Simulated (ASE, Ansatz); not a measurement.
# Twisted Ti2CO2 MXene bilayer, 9.43° (370 atoms): support functions against a reference, part 2 of 2

Wanted: errors and times of a linear-scaling basis for twisted Ti2CO2 MXene bilayer, 9.43° (370 atoms). A setting counts as converged where the r.m.s. difference of forces stays under 1 % of the r.m.s. force.

Ansatz 0.2.0; Kohn-Sham DFT, PBE+D4, PAW (set soft_2), plane waves.

The cell: 74 C, 148 Ti and 148 O. Beside vacuum, support functions can miss their usual error bounds without a warning. The main run has no spin polarisation. Only the Γ point is sampled, in a cell whose shortest periodic width is 16 Å.

So far. Step 2 (Plane-wave single point): Mean Löwdin charges: C -0.90, O -0.61, Ti +1.13 e (they miss 0.35 % of the electrons, so they add up to more than the cell's charge).

### 3. Local order (continued)

A closer look about Ti313, which bears the longest force: 10 atoms, nearest first, numbered in the order of the input, with positions taken from that point.

```csv
atom,x,y,z,distance (Å),bonds,Löwdin charge (e),Fx,Fy,Fz (eV/Å)
Ti313,0.00,0.00,0.00,0.00,6,1.12,-0.626,0.066,0.155
O335,1.73,-0.16,-0.91,1.96,3,-0.59,-0.122,0.170,-0.063
O315,-0.78,1.58,-0.92,1.99,3,-0.61,0.314,0.007,0.320
O310,-1.02,-1.44,-0.94,2.00,3,-0.61,0.091,-0.072,0.585
C336,0.98,1.44,1.30,2.17,6,-0.90,0.060,-0.142,-0.231
C331,0.74,-1.60,1.31,2.19,6,-0.90,-0.027,0.124,-0.252
C311,-1.75,0.14,1.32,2.19,6,-0.90,-0.067,-0.067,-0.460
Ti333,2.46,-1.71,-0.02,2.99,6,1.12,0.309,-0.428,0.235
Ti338,2.72,1.29,-0.01,3.01,6,1.12,0.132,0.202,0.263
Ti308,-0.26,-3.01,0.01,3.02,6,1.12,-0.084,-0.006,-0.222
```

The column of bonds counts only the pairs O-Ti within 2.64 Å, Ti-C within 2.64 Å; other neighbours, such as metal atoms beside each other in a compound, aren't counted, and periodic images can show an atom twice.

### 4. Support functions medium

The cell is solved in localised support functions. Besides, the program derives a nominal cutoff of 464 eV for this run, against the reference's 420.

This step: Kohn-Sham DFT, PBE+D4, PAW (set soft_2), localised support functions (medium) (Ansatz 0.2.0).

The input, input.yaml:

```yaml
crystal:
  lattice:
    - [18.4308, 0.0, 0.0]
    - [-9.2154, 15.96154, 0.0]
    - [0.0, 0.0, 23.63]
  atoms:
    [... the 370 atom lines of step 2 ...]
kpoints:
  mp_grid: { grid: [1, 1, 1] }
hamiltonian:
  xc: pbe
  dispersion: d4
scf:
  occupations: { method: fermi_dirac, width: 0.05 }
  eigensolver: { kind: { support_functions: { accuracy: medium } } }
  mixing: { beta: 0.2 }
  max_iter: 150
output:
  forces: true
```

Launch:

```sh
$ ansatz run input.yaml --threads 32 --pin off --max-ram 143360MiB --backend cuda --events-out ev --progress --plain --runs-dir out
```

Numbers of over 12 decimals in the logs are rounded to 6 here.

Output:

```text
Warning: scf.eigensolver.kind.support_functions: disabling space-group detection — the functions' gradient is summed over unrotated k-points, so no spatial operation reduces the k-mesh or symmetrises the density; time reversal is kept, so that k and −k are solved as one point where they differ and the mesh holds both, and exact exchange and, on two spinor components, a DFT+U term hold to it where the run has them: [...]
Warning: basis.ecutwfc = 464 eV, auto-derived: no grid that the accuracy of the support functions lays serves the files at the lower one that their records recommend; a deck with other species or settings can derive another value
settings of this run that can trade accuracy for cost: scf.eigensolver.kind.support_functions [...]
[...]
GPU FFT provider: cuFFT
GPU libraries: cuBLAS 13.8.1, cuFFT 12.4.0, cuSOLVER 12.3.2
[...]
Crystal: 370 atoms, lattice volume = 6951.567 Å³
Basis set: ecut = 464 eV, 157787 PW (Γ), exchange–correlation on 270×270×360 points (8 copies of the dense FFT grid, shifted against one another)
Bands: 1776, of which v1, the nominal top of the filled ones, is band 1480 counted from 1 (1479 counted from 0)
Symmetry: 1 space group operations
k-points: 1
[...]
GPU buffer pool allocated for 3280500 grid points (all kernels)
[...]
SCF iter   1: F=—  HF=-473390.573158 eV  |F-HF|=—  |Δ(HF+E_count)|=         —  Δρ=1.65e-1  dr2=2.29e3  ethr=1.00e-1
[...]
SCF iter  22: F=-472960.196065 eV  HF=-472960.196065 eV  |F-HF|=1.70e-7  |Δ(HF+E_count)|=   3.36e-6  Δρ=5.00e-6  dr2=1.23e-6  ethr=2.09e-10
SCF 1 converged in 22 iterations: F = -472960.253391 eV  dr2 = 1.23e-6
[...]
SCF converged after 22 iterations
Stability not checked: this state was not tested for a lower state beside it, because the mixer in use, unlike msr1, does not test its closes by its own steps (another_mixer; see scf.mixing.algorithm and scf.lower_state_search)
Free energy (F): -472960.253391 eV
[...]
Internal energy: -472960.144161 eV  (E = F + TS)
E sigma→0 (E₀):  -472960.198776 eV
Entropy (-TS):   -0.109230 eV (-0.295 meV/atom)
Fermi energy:    4.393257 eV
[...]
--- Forces (eV/Å), atoms counted from 1 ---
[... 370 lines of forces left out ...]
  max |Σ_I F_I| component: 3.81e-3 eV/Å
--- Band table (eV) ---
[... left out ...]
  guard bands above this table: 257 of the run's 1776 bands (output.publish_guard_bands: true publishes all)
```

Elapsed: 15 s, on 1 × NVIDIA GB200 with 32 threads of Arm Neoverse V2, shared host; peak memory 2.6 GiB.

That memory is the host's; the program planned up to 16.6 GiB on the GPU.

The program notes that the band table was not solved further than the SCF left it and it switched symmetry off.

Keys that differ from the reference: support_functions.accuracy = "medium", scf.max_iter = 150 and scf.mixing.beta = 0.2.

Forces differ from the reference by 1.1 meV/Å r.m.s., 0.60 % of their size, within a tolerance of 1 %; the energy by -4.4 meV/atom. It took 15 s and 22 cycles; the reference's time can't be set against it, since the two runs asked for unlike analyses.

### 5. All settings compared

Each row is set against the plane-wave reference (Kohn-Sham DFT, PBE+D4, PAW (set soft_2), plane waves; r.m.s. force component 0.175 eV/Å). Energies are set beside the reference only for runs with its functional, potentials and electron count. Times are for 1 × NVIDIA GB200 with 32 threads of Arm Neoverse V2, shared host. The reference's time includes the DOS, which some other runs skip.

| run | Δ force, r.m.s. (meV/Å) | share of r.m.s. force (%) | Δ energy (meV/atom) | Δ gap (eV) | cycles | time | host memory (GiB) | planned on the GPU (GiB) |
| --- | --- | --- | --- | --- | --- | --- | --- | --- |
| reference | - | - | - | - | 13 | 8.8 s | 4.1 | 29 |
| support functions medium | 1.06 | 0.602 | -4.38 | 3.0e-4 | 22 | 15 s | 2.6 | 17 |

### 6. Outcome

* free energy per atom: -1278.2666 eV/atom
* r.m.s. force component: 0.1755 eV/Å
* spacing of highest filled and lowest empty level: 0.3819 eV
* wall time of the 2 DFT runs: 24 s

Against plane waves at 420 eV, the forces differ by 1.1 meV/Å (0.60 %) with support functions medium. At 370 atoms the run with support functions medium takes roughly 1.7 times the time of plane waves (whose run also made extra analyses, so the like-for-like ratio is larger), in 22 SCF cycles against 13. In energy the support functions at preset levels lie below plane waves at 420 eV. Their grid holds more waves than that cutoff, so part of the difference is likely the reference's own basis error.

The highest filled and lowest empty levels differ by 0.382 eV at Γ alone; the mesh holds the band edges only if they fold onto it, so the gap at this level can be narrower or closed, while semilocal functionals tend to narrow gaps against experiment. 4 levels are partly filled, by over 2 %, under the smearing. Counting bonds as in the table, all C atoms have 6, all O atoms have 3 and all Ti atoms have 6 bonded neighbours.

What to keep in mind: The geometry was built by rule, was displaced at random and isn't relaxed at this level: its force components are 0.18 eV/Å r.m.s.

[Logs are printed without paths, hosts, clocks, repeated set-up lines and the standing remarks that a program may print on its own settings, such as how far it seeks lower states.]

[Hosts, paths, dates, database ids (printed as entryN), source tags and the programs' standing remarks are cut or masked in the printed files.]
